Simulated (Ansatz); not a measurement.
## What PdS2 monolayer (2H) distorts into

Aim: this structure of PdS2 monolayer (2H) is to be tested for unstable modes, and one is followed downhill.

Calculated with Ansatz 0.2.0; DFT PBEsol, scalar-relativistic, plane waves, PAW.

## (1) Starting point

The cell holds 3 atoms: 1 Pd and 2 S. Its edges and angles: a = 3.828 Å, b = 3.828 Å, c = 30.000 Å, α = 90.0°, β = 90.0°, γ = 120.0°. Vacuum lies along c.

## (2) Response at finite wavevector

The cell comes from relaxations at this level that are not shown. Stability and thermal properties need the whole zone. Linear response on a 3×3×1 q mesh gives force constants as far as a supercell of that size would.

input.yaml reads:

```yaml
crystal:
  lattice:
    - [3.8276359963, 0.0, 0.0]
    - [-1.9138179982, 3.3148300093, 0.0]
    - [0.0, 0.0, 30.0]
  atoms:
    - { symbol: Pd, position: [0.3333333333, 0.6666666667, 0.3333333333] }
    - { symbol: S, position: [0.6666666667, 0.3333333333, 0.3679734375] }
    - { symbol: S, position: [0.6666666667, 0.3333333333, 0.2986932292] }
  periodic: [true, true, false]
kpoints:
  mp_grid: { grid: [12, 12, 1] }
hamiltonian:
  xc: pbesol
scf:
  occupations: { method: methfessel_paxton, width: 0.15 }
output:
  eigenvalues: true
phonons:
  method: dfpt
  qmesh: [3, 3, 1]
  temperatures: { t_max: 1000, t_step: 50 }
  qpath:
    path:
      - [0.0, 0.0, 0.0]
      - [0.5, 0.0, 0.0]
      - [0.33333333, 0.33333333, 0.0]
      - [0.0, 0.0, 0.0]
    npoints: 10
```

Run with:

```bash
$ ansatz run input.yaml --threads 8 --pin off --max-ram 14336MiB --backend cpu --events-out ev --progress --plain --runs-dir out
```

Numbers of over 12 decimals in the logs are rounded to 6 here.

Log:

```text
Engine: ansatz 0.2.0, aarch64-unknown-linux-gnu
Pseudopotentials: kind: paw
Pseudopotential: Pd, paw, valence charge 18, recommended cutoff 420 eV (normal), Pd.paw.azcp
Pseudopotential: S, paw, valence charge 6, recommended cutoff 420 eV (normal), S.paw.azcp
Functional definition: PBEsol
  exchange = pbesol_x
  correlation = pbesol_c
Crystal: 3 atoms, lattice volume = 380.639 Å³
Basis set: ecut = 420 eV, 7445 PW (Γ), exchange–correlation on 54×54×432 points (8 copies of the dense FFT grid, shifted against one another)
Bands: 19, of which v1, the nominal top of the filled ones, is band 15 counted from 1 (14 counted from 0)
Symmetry: 12 space group operations
k-points: 19 of 144 (time reversal used)
Non-local potential: Pd, projectors of the file, l = 0: 2, l = 1: 2, l = 2: 2, l = 3: 1
Non-local potential: S, projectors of the file, l = 0: 2, l = 1: 2, l = 2: 2
PAW form: soft (Blöchl's): semilocal exchange-correlation on the pseudo side does not see the compensation charge
PAW frozen core: Pd, regenerated for the run's functional, and the local potential with it (the file was generated under x = pbe(κ = 0.804, μ = 0.219515), c = pbe(β = 0.066725))
PAW frozen core: S, regenerated for the run's functional, and the local potential with it (the file was generated under x = pbe(κ = 0.804, μ = 0.219515), c = pbe(β = 0.066725))
PAW one-centre angular grid: Pd, 590 points (default); XC on 64 Gauss nodes
PAW one-centre angular grid: S, 110 points (default); XC on 64 Gauss nodes
Initial density: superposition of atomic densities (neutral atoms: chi_scale 0, normalization atom), corrected by the library's trained network
Initial wavefunctions: pseudopotential atomic-orbital guess
Functional: x = pbesol(κ = 0.804, μ = 0.123457), c = pbesol(β = 0.046)
SCF iter   1: F=—  HF=-8676.289767 eV  |F-HF|=—  |Δ(HF+E_count)|=         —  Δρ=4.53e-3  dr2=1.21e-1  ethr=1.77e-3  ⟨swp⟩=12.4  Hψ=3063  notcnv=0
preconditioner: auto → LDOS  [metal: Δε(μ)=0.048 eV  Ē_g=8.695 eV  σ=0.150 eV  W_gap=0.26  n_scr=16 (ndim 8)  ℏωp=8.9 eV  f_vac=0.814  D(μ)=0.56/eV (n_scr^D=4)  β→1.0]
SCF iter   2: F=—  HF=-8676.288983 eV  |F-HF|=—  |Δ(HF+E_count)|=   7.84e-4  S|Δr|=    0.00e0  Δρ=3.50e-3  dr2=7.49e-2  ethr=4.02e-4  ⟨swp⟩=3.4  Hψ=993  notcnv=0
SCF iter   3: F=—  HF=-8676.271131 eV  |F-HF|=—  |Δ(HF+E_count)|=   1.79e-2  S|Δr|=    0.00e0  Δρ=7.63e-4  dr2=2.89e-3  ethr=2.50e-4  ⟨swp⟩=2.3  Hψ=665  notcnv=0
SCF iter   4: F=—  HF=-8676.270399 eV  |F-HF|=—  |Δ(HF+E_count)|=   7.32e-4  S|Δr|=    0.00e0  Δρ=1.23e-4  dr2=5.94e-5  ethr=9.64e-6  ⟨swp⟩=3.3  Hψ=807  notcnv=0
SCF iter   5: F=—  HF=-8676.270468 eV  |F-HF|=—  |Δ(HF+E_count)|=   6.92e-5  S|Δr|=    0.00e0  Δρ=5.59e-5  dr2=1.58e-5  ethr=1.98e-7  ⟨swp⟩=2.9  Hψ=784  notcnv=0
SCF iter   6: F=—  HF=-8676.270463 eV  |F-HF|=—  |Δ(HF+E_count)|=   4.67e-6  S|Δr|=    0.00e0  Δρ=9.70e-6  dr2=2.40e-7  ethr=5.27e-8  ⟨swp⟩=3.1  Hψ=769  notcnv=0
SCF iter   7: F=—  HF=-8676.270552 eV  |F-HF|=—  |Δ(HF+E_count)|=   8.92e-5  S|Δr|=    0.00e0  Δρ=2.39e-6  dr2=1.17e-8  ethr=8.01e-10  ⟨swp⟩=3.2  Hψ=786  notcnv=0
SCF iter   8: F=—  HF=-8676.270552 eV  |F-HF|=—  |Δ(HF+E_count)|=   1.86e-7  S|Δr|=    0.00e0  Δρ=1.92e-7  dr2=9.67e-11  ethr=3.89e-11  ⟨swp⟩=3.5  Hψ=864  notcnv=0
SCF iter   9: F=-8676.270552 eV  HF=-8676.270552 eV  |F-HF|=1.35e-10  |Δ(HF+E_count)|=   1.36e-9  S|Δr|=    0.00e0  Δρ=2.90e-8  dr2=1.87e-12  ethr=1.00e-12  ⟨swp⟩=16.0  Hψ=3039  notcnv=0
SCF 1 converged in 9 iterations: F = -8676.270552 eV  dr2 = 1.87e-12
  greatest PAW one-centre occupation: 0.999 electrons in one spin orbital (limit 2), on the Pd atom at site 0 (counted from 0), in its partial waves of l = 0
NSCF: frozen V_eff on 19 k-points
WARN: eigensolver did not converge (k=0): 1 band(s) unlocked after 2 eigensolves, warm-restarted (20 sweeps on the last) at ethr=1.22e-12 eV (storage-precision floor; scheduled 1.00e-12 eV) (lowest unlocked band 18, counted from 0; max residual 1.31e-4 eV among the unlocked bands, 1.31e-4 eV over every band; other slots of this pass that fall short are told together in one closing line; warning suppressed until the next SCF loop or pass starts)
WARN: eigensolver did not converge in 10 slots of this pass, the one above among them; of largest residual over every band (k=1): 1 band(s) unlocked (lowest unlocked band 18, counted from 0; max residual 1.67e-3 eV among the unlocked bands, 1.67e-3 eV over every band); of lowest unlocked band (k=0): band 18
NSCF: frozen V_eff on 43 k-points
DFPT response loops at q = (0, 0, 0) (fractional): preconditioner auto → none (partly filled bands, converged f_vac=0.810); β = 0.50; Broyden in place of MSR1
NSCF: frozen V_eff on 156 k-points
DFPT response loops at q = (0, 0.333333, 0) (fractional): mixed as the last ones told, above
NSCF: frozen V_eff on 156 k-points
DFPT response loops at q = (0.333333, 0.333333, 0) (fractional): mixed as the last ones told, above
SCF converged after 9 iterations
Stability not checked: this state was not tested for a lower state beside it, because cold or Methfessel-Paxton smearing, or corrected tetrahedra, fill the levels in a way that the test cannot read (fill_not_monotonic; see scf.lower_state_search)
Free energy (F): -8676.270552 eV
Harris-Foulkes:  -8676.270552 eV  (|F-HF|=1.35e-10)
Internal energy: -8676.271498 eV  (E = F + TS)
E sigma→0 (E₀):  -8676.270789 eV
Entropy (-TS):   0.000946 eV (0.315 meV/atom)
Fermi energy:    -4.071289 eV
Step filling:    the computed levels leave a gap of 0.0000 eV = 0.0 smearing widths at the electron count; against every level under it full and every level over it empty, smearing changes F+E_penalty+E_count by -0.197 meV and its σ→0 estimate by -0.433 meV
--- Per-component energies (eV) ---
  E_band       = -724.578059
  E_kinetic    = 726.211165
  E_local      = -45001.345873  (includes V_loc(G=0)·N_el)
  E_nonlocal   = 278.318382
  E_hartree    = 21998.141282
  E_xc         = -358.163505
  E_vxc        = -383.574043  (∫ρ·V_xc dr)
  E_paw        = -4853.862546  (= ΣΔE_a)
  E_vpaw       = -340.470496  (= ΣTr[D̂ρ^β])
  E_aug_tail   = 0.000214  (compensation charges beyond the density's cutoff)
  E_ewald      = 18534.002960
  E_core_change = 0.426423  (= ΣΔE_core)
  E_smearing   = 0.000946  (= −TS)
  E_closure    = 0.000000  (closes the sum)
  Σ components = -8676.270552   (vs F -8676.270552, Δ=0.00e0)
--- Band table (eV; the first three rows and the last of 19) ---
  k-point 0: bands = [... 11 lower, -6.1688, -4.0732, -4.0732, -4.0645, -4.0645, -3.1332, -2.6354, -0.2891]
  k-point 1: bands = [... 11 lower, -6.2131, -4.4292, -4.2532, -4.2262, -4.0076, -3.0610, -2.2391, -0.2067]
  k-point 2: bands = [... 11 lower, -6.3622, -5.0858, -4.6710, -4.6418, -3.8356, -2.8600, -1.5032, 0.0312]
  k-point 18: bands = [... 11 lower, -7.2442, -6.9491, -6.8341, -6.1669, -3.4289, -1.7409, 1.6456, 2.1267]
--- Phonons (Γ-DFPT): 4 representative perturbations + reference (Σ response iterations 21) ---
  ASR residual: 6.364e-5 → 0.000e0 eV/Å²; symmetrization residual: 3.539e-5 eV/Å²
  ASR residual per site (eV/Å²): 5.83e-5 6.36e-5 6.36e-5
  Γ frequencies (cm⁻¹): -118.95 -118.95 0.00 0.00 0.00 81.78 174.21 174.21 484.26
--- Phonons (arbitrary-q DFPT): 3 irreducible q on the 3×3×1 mesh ---
  q = [0.0000, 0.0000, 0.0000] (star 1, of the zone-centre solve; hermiticity 5.03e-6, symmetrization 9.03e-11): -118.95 -118.95 -0.00 -0.00 0.00 81.78 174.21 174.21 484.26
  q = [0.0000, 0.3333, 0.0000] (star 6, 6 solved perturbations on 78 of 144 k-point pairs; hermiticity 6.01e-6, symmetrization 5.58e-9): 26.20 55.50 98.43 150.26 160.54 189.94 195.01 255.80 463.87
  q = [0.3333, 0.3333, 0.0000] (star 2, 4 solved perturbations in 218 linear systems a pass and spin channel, the states on 78 of 144 k-point pairs; hermiticity 1.17e-6, symmetrization 1.45e-7): 70.00 85.97 91.10 145.81 166.55 172.03 244.48 271.11 449.15
  sum rule: each row above includes the acoustic sum rule's correction from the zone centre's row sums; it moved no ω² by more than (0.73 cm⁻¹)²
  mesh force constants: q→R imaginary residual 0.00e0; ASR residual 6.364e-5 → 0.000e0 eV/Å²; symmetrization residual 1.066e-14 eV/Å²
  interpolated dispersion: 31 rows × 9 modes
  density of states and harmonic sums: on the 21×21×1 q-mesh, interpolated from the force constants of a 3×3×1 supercell (no non-analytic term)
  largest difference from the sums on the solved wave vectors: F 2.01e-2 eV, S 2.48e-5 and C_V 6.30e-6 eV/K
  zero-point energy: 0.095482 eV/cell   skipped modes (ω ≤ 0): 37, of them read as no rigid motion or as one in doubt: 34 (6.032e-1 modes/cell left out, lowest -118.95 cm⁻¹)   left out of the sums: 6.78e-2 of the cell's modes: C_V's classical limit lies that fraction below 3 k_B per atom; for a crystal, a wire or a layer, F and S can be off by more, and a phonons.interpolated_qmesh denser along its periods is the remedy for the sampling
```

Elapsed: 97 s, on 8 threads of Arm Neoverse V2, shared host; peak memory 2 GiB; 12 min of CPU time.

Numbers from this step:

```
gap on the k-mesh                                       : 0 eV
sum-rule residual before enforcement                    : 6.36e-5 eV/Å²
lowest frequency on the path                            : -119.0 cm⁻¹
point group                                             : -6m2
highest frequency on the path or at a solved wavevector : 484.3 cm⁻¹
area per atom                                           : 4.229 Å²
highest optical mode at the zone centre (no LO-TO term) : 484.3 cm⁻¹
lowest optical zone-centre mode                         : -119.0 cm⁻¹
lowest mode on the q mesh (acoustic modes at Γ apart)   : -119.0 cm⁻¹
```

Frequencies (cm⁻¹) solved at each irreducible wavevector; negative means imaginary. Frequencies by wavevector, by row:

```csv
q in reciprocal lattice units,star,mode 1,mode 2,mode 3,mode 4,mode 5,mode 6,mode 7,mode 8,mode 9
0 0 0,1,-119,-119,0,0,0,81.8,174.2,174.2,484.3
0 0.3333 0,6,26.2,55.5,98.4,150.3,160.5,189.9,195,255.8,463.9
0.3333 0.3333 0,2,70,86,91.1,145.8,166.6,172,244.5,271.1,449.1
```

Interpolated from a 3×3×1 q mesh. Phonon branches along the path, in cm⁻¹:

```csv
point,branch 1,branch 2,branch 3,branch 4,branch 5,branch 6,branch 7,branch 8,branch 9
Γ,-119,-119,0,0,0,82,174,174,484
halfway,-31,22,65,148,158,159,187,210,471
M,48,97,127,141,157,192,219,288,456
halfway,51,88,112,151,153,185,233,279,453
K,70,86,91,146,166,172,244,271,449
halfway,21,31,68,151,162,186,188,227,467
Γ,-119,-119,0,0,0,82,174,174,484
```

The phonon branches as a text plot (rows in cm⁻¹):

```
    472 |***************                          ***************
    447 |               **************************
    421 |
    396 |
    371 |
    346 |
    321 |
    296 |                 ********
    271 |             ****        ****************
    245 |           **              ***********   **
    220 |         **    ************           *******
    195 |       ********************           **********
    170 |***********  ******        *****************************
    145 |       *******************************************
    120 |     ****      ************                     **
     95 | ******    ****  **************************       *****
     70 |*  **    **  ****           *************  **     **   *
     44 |   **  **  **  *************        *******  ***    ***
     19 | **      ******                            **       ***
     -6 |*****  **                                    ***  ******
    -31 |     **  **                                  *****
    -56 |     ****                                       **
    -81 |   **                                             **
   -106 |***                                                 ****
         Γ                   M           K                      Γ
```

Symmetry leaves 3 wavevectors to solve. The lowest mode among them, the acoustic zeros apart, lies at Γ and is imaginary, 119.0i cm⁻¹, so the energy falls along it.

## (3) The mode frozen in, largest atomic shift 0 Å

The mode followed lies at Γ with frequency 119.0i cm⁻¹ and is 2-fold degenerate, the softest among the wavevectors solved. At small amplitude the distorted cell has space group no. 38 by a symmetry search on the positions. The undistorted cell that holds it gives the zero of energy on the same k mesh.

input.yaml, the sections that differ from step 2:

```yaml
output:
  forces: true
  stress: true
  eigenvalues: true
# crystal, kpoints, hamiltonian, scf: as in step 2
# phonons: removed
```

Log:

```text
[...]
Crystal: 3 atoms, lattice volume = 380.639 Å³
Basis set: ecut = 420 eV, 7445 PW (Γ), exchange–correlation on 54×54×432 points (8 copies of the dense FFT grid, shifted against one another)
Bands: 19, of which v1, the nominal top of the filled ones, is band 15 counted from 1 (14 counted from 0)
Symmetry: 12 space group operations
[...]
--- Band table (eV; the first three rows and the last of 19) ---
  k-point 0: bands = [... 11 lower, -6.1688, -4.0732, -4.0732, -4.0645, -4.0645, -3.1332, -2.6354, -0.2906]
  k-point 1: bands = [... 11 lower, -6.2131, -4.4291, -4.2532, -4.2262, -4.0076, -3.0610, -2.2391, -0.2081]
  k-point 2: bands = [... 11 lower, -6.3621, -5.0857, -4.6709, -4.6417, -3.8355, -2.8599, -1.5031, 0.0300]
  k-point 18: bands = [... 11 lower, -7.2442, -6.9491, -6.8341, -6.1669, -3.4289, -1.7409, 1.6456, 2.1268]
[key lines of the parts left out:]
SCF converged after 7 iterations
Free energy (F): -8676.270552 eV
Fermi energy:    -4.071253 eV
P = ½ c Tr σ = 0.0010 N/m
```

The job ended after 1.8 s (8 threads; peak memory 0.73 GiB).

Numbers from this step:

```
energy from the undistorted cell : 0 meV/atom
```

## (4) The mode frozen in, largest atomic shift 0.08 Å

The atoms are moved along the unstable eigenvector, the largest shift by 0.08 Å, with the cell fixed.

input.yaml, the sections that differ from step 3:

```yaml
crystal:
  lattice:
    - [3.8276359963, 0.0, 0.0]
    - [-1.9138179982, 3.3148300093, 0.0]
    - [0.0, 0.0, 30.0]
  atoms:
    - { symbol: Pd, position: [0.3260627545, 0.652125509, 0.3333333333] }
    - { symbol: S, position: [0.6787336505, 0.3574673009, 0.3679734375] }
    - { symbol: S, position: [0.6787336505, 0.3574673009, 0.2986932292] }
  periodic: [true, true, false]
# kpoints, hamiltonian, scf, output: as in step 3
```

Log:

```text
[...]
Crystal: 3 atoms, lattice volume = 380.639 Å³
Basis set: ecut = 420 eV, 7445 PW (Γ), exchange–correlation on 54×54×432 points (8 copies of the dense FFT grid, shifted against one another)
Bands: 19, of which v1, the nominal top of the filled ones, is band 15 counted from 1 (14 counted from 0)
Symmetry: 4 space group operations
[...]
k-points: 43 of 144 (time reversal used)
[...]
--- Band table (eV; the first three rows and the last of 43) ---
  k-point 0: bands = [... 11 lower, -6.1856, -4.4685, -4.3031, -3.9858, -3.6388, -3.1255, -2.5464, -0.2921]
  k-point 1: bands = [... 11 lower, -6.2188, -4.6139, -4.4261, -4.3342, -3.5914, -3.0623, -2.1468, -0.2095]
  k-point 2: bands = [... 11 lower, -6.3317, -4.9652, -4.9511, -4.7472, -3.4659, -2.8795, -1.3949, 0.0289]
  k-point 42: bands = [... 11 lower, -7.5890, -7.2411, -6.0369, -5.9317, -3.6780, -1.7482, 1.3763, 1.4359]
[key lines of the parts left out:]
SCF converged after 7 iterations
Free energy (F): -8676.276749 eV
Fermi energy:    -4.103605 eV
P = ½ c Tr σ = 0.3221 N/m
```

Wall time 3.8 s (8 threads); peak memory 0.85 GiB.

This step gave:

- energy from the undistorted cell: -1.997 meV/atom

The energy, extrapolated to zero smearing, is -2.00 meV/atom against the undistorted cell.

## (5) Energy along the mode, all amplitudes (two of the runs are shown above)

An imaginary frequency means negative curvature, so the energy should fall and then rise again as anharmonic terms take over.

Numbers from this step:

* depth at the lowest point sampled: 1.997 meV/atom
* largest atomic shift at that point: 0.08 Å

Energy from the parent against largest shift of an atom, one sign:

```csv
"largest shift of an atom, one sign (Å)",energy from the parent (meV/atom)
0.0000,0
0.0400,-1.42
0.0800,-2.00
0.1400,2.28
0.2200,26.2
```

Displacement at unit largest shift by atom:

```csv
atom,x (Å),y (Å),z (Å),size
Pd1,0.00,-0.60,0.00,0.60
S2,0.00,1.00,0.00,1.00
S3,0.00,1.00,0.00,1.00
```

The lowest of the steps tried is at 0.08 Å, 2.00 meV/atom below the parent; the bottom of the well need not coincide with a step.

(Part 1 of 2 ends here.)

[Logs are printed without paths, hosts, clocks, repeated set-up lines and the standing remarks that a program may print on its own settings, such as how far it seeks lower states.]

[Hosts, paths, dates, database ids (printed as entryN), source tags and the programs' standing remarks are cut or masked in the printed files.]
